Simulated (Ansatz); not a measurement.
Two G0W0 runs on Bi2S3 (Bismuthinite).

The database entry behind the starting cell differs from later determinations by our own check (about 0.4 % long), so it need not match the best structure at ambient conditions.

```
Bi S
1.0
    11.34500    0.00000    0.00000
     0.00000    3.99400    0.00000
     0.00000    0.00000   11.19300
Bi S
8 12
Direct
  0.48350 0.25000 0.32570
  0.01650 0.75000 0.82570
  0.98350 0.25000 0.17430
  0.51650 0.75000 0.67430
  0.34070 0.75000 0.03390
  0.15930 0.25000 0.53390
  0.84070 0.75000 0.46610
  0.65930 0.25000 0.96610
  0.28350 0.25000 0.19430
  0.21650 0.75000 0.69430
  0.78350 0.25000 0.30570
  0.71650 0.75000 0.80570
  0.54950 0.75000 0.12860
  0.95050 0.25000 0.62860
  0.04950 0.75000 0.37140
  0.45050 0.25000 0.87140
  0.37670 0.75000 0.44140
  0.12330 0.25000 0.94140
  0.87670 0.75000 0.05860
  0.62330 0.25000 0.55860
```

The cell and positions come from the Crystallography Open Database and are kept as given unless a step says otherwise. Spin-orbit coupling is left out unless a run names it. PAW set soft_2, made with PBE.

The first (Ansatz 0.2.0; start PBE, 2×4×2 mesh, 703 empty bands, screening to 72 eV; 1 × NVIDIA GB200 with 32 threads of Arm Neoverse V2, shared host) gave, on its mesh: starting gap 1.42 eV, G0W0 gap 1.72 eV, RPA ε∞ (mean) 12.33, 27 s.

Q: The second changes start from PBE to LDA. What does it give?

It gave: starting gap 1.28 eV, G0W0 gap 1.72 eV, RPA ε∞ (mean) 13.53, 28 s. The G0W0 gap moves by −0.002 eV, −0.14 eV from the start and +0.14 eV from the correction. Σc changes by −0.07 eV at the valence top and −0.01 eV at the conduction bottom, and Σx − Vxc between them by +0.07 eV.

Limits: not at the basis limit; no spin-orbit coupling; coarse k mesh.

[Paths, hosts, dates, memory and timing lines, banners, echoed tables and standing remarks are left out of the program output.]

[Logs are printed without paths, hosts, clocks, repeated set-up lines and the standing remarks that a program may print on its own settings, such as how far it seeks lower states.]

[Runs of the session that timed out or met a known fault of the program may be left out.]

[Cells called generated may have been cut or substituted from an entry of the Crystallography Open Database or the Materials Project.]

[Hosts, paths, dates, database ids (printed as entryN), source tags and the programs' standing remarks are cut or masked in the printed files.]
